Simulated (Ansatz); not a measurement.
## Work function of Ag(111): what the settings cost and change: cost of one run

Ansatz 0.2.0; plane-wave DFT, PBE, Ansatz PAW. The cell holds 7 atoms.

File input.yaml:

```yaml
crystal:
  lattice:
    - [2.8920667351, 0.0, 0.0]
    - [1.4460333675, 2.504603262, 0.0]
    - [0.0, 0.0, 40.1681756059]
  atoms:
    - { symbol: Ag, position: [0.0, 0.0, 0.3236392941] }
    - { symbol: Ag, position: [0.3333333333, 0.3333333333, 0.3824261961] }
    - { symbol: Ag, position: [0.6666666667, 0.6666666667, 0.441213098] }
    - { symbol: Ag, position: [0.0, 0.0, 0.5] }
    - { symbol: Ag, position: [0.3333333333, 0.3333333333, 0.558786902] }
    - { symbol: Ag, position: [0.6666666667, 0.6666666667, 0.6175738039] }
    - { symbol: Ag, position: [0.0, 0.0, 0.6763607059] }
kpoints:
  mp_grid: { grid: [16, 16, 1] }
hamiltonian:
  xc: pbe
scf:
  occupations: { method: fermi_dirac, width: 0.1 }
  convergence: { dr2_threshold: 1.0e-09 }
efield:
  axis: 3
  dipole_correction: true
  ramp_position: 0.97
  ramp_width: 0.06
output:
  write_potential: true
  write_density: true
  volumetric_format: npy
```

Started as:

```console
$ ansatz run input.yaml --threads 2 --pin off --max-ram 3072MiB --backend cpu --events-out ev --progress --plain --runs-dir out
```

For reference, a run of the same kind (7 atoms, 30 k-points, 80 bands and 3,959 plane waves; 9 SCF cycles) took 30 s and 0.76 GiB on the same hardware.

Q: Estimate wall time and peak memory on 2 threads of Arm Neoverse V2, shared host.

At two electrons a band, the 133 electrons need 67 bands, and 13 more are carried. The run has 30 k-points, 80 bands and 5,691 plane waves. Taking the work of a cycle as k-points × spins × bands × plane waves, that is 1.4 times the reference, or 43 s at the reference's 9 cycles. The run needed as many. One copy of the wavefunctions takes 0.2 GiB at 16 bytes a coefficient, against 0.14 GiB in the reference; grids, projectors and work arrays come on top. Measured: about 44 s, with a peak of 0.98 GiB. The estimate holds within 25 %.

[Logs are printed without paths, hosts, clocks, repeated set-up lines and the standing remarks that a program may print on its own settings, such as how far it seeks lower states.]

[Hosts, paths, dates, database ids (printed as entryN), source tags and the programs' standing remarks are cut or masked in the printed files.]

[Maps of the electrostatic potential energy from Ansatz leave out the sawtooth potential of an applied field or a dipole correction, so their vacuum need not be flat; planar profiles and work functions include it.]
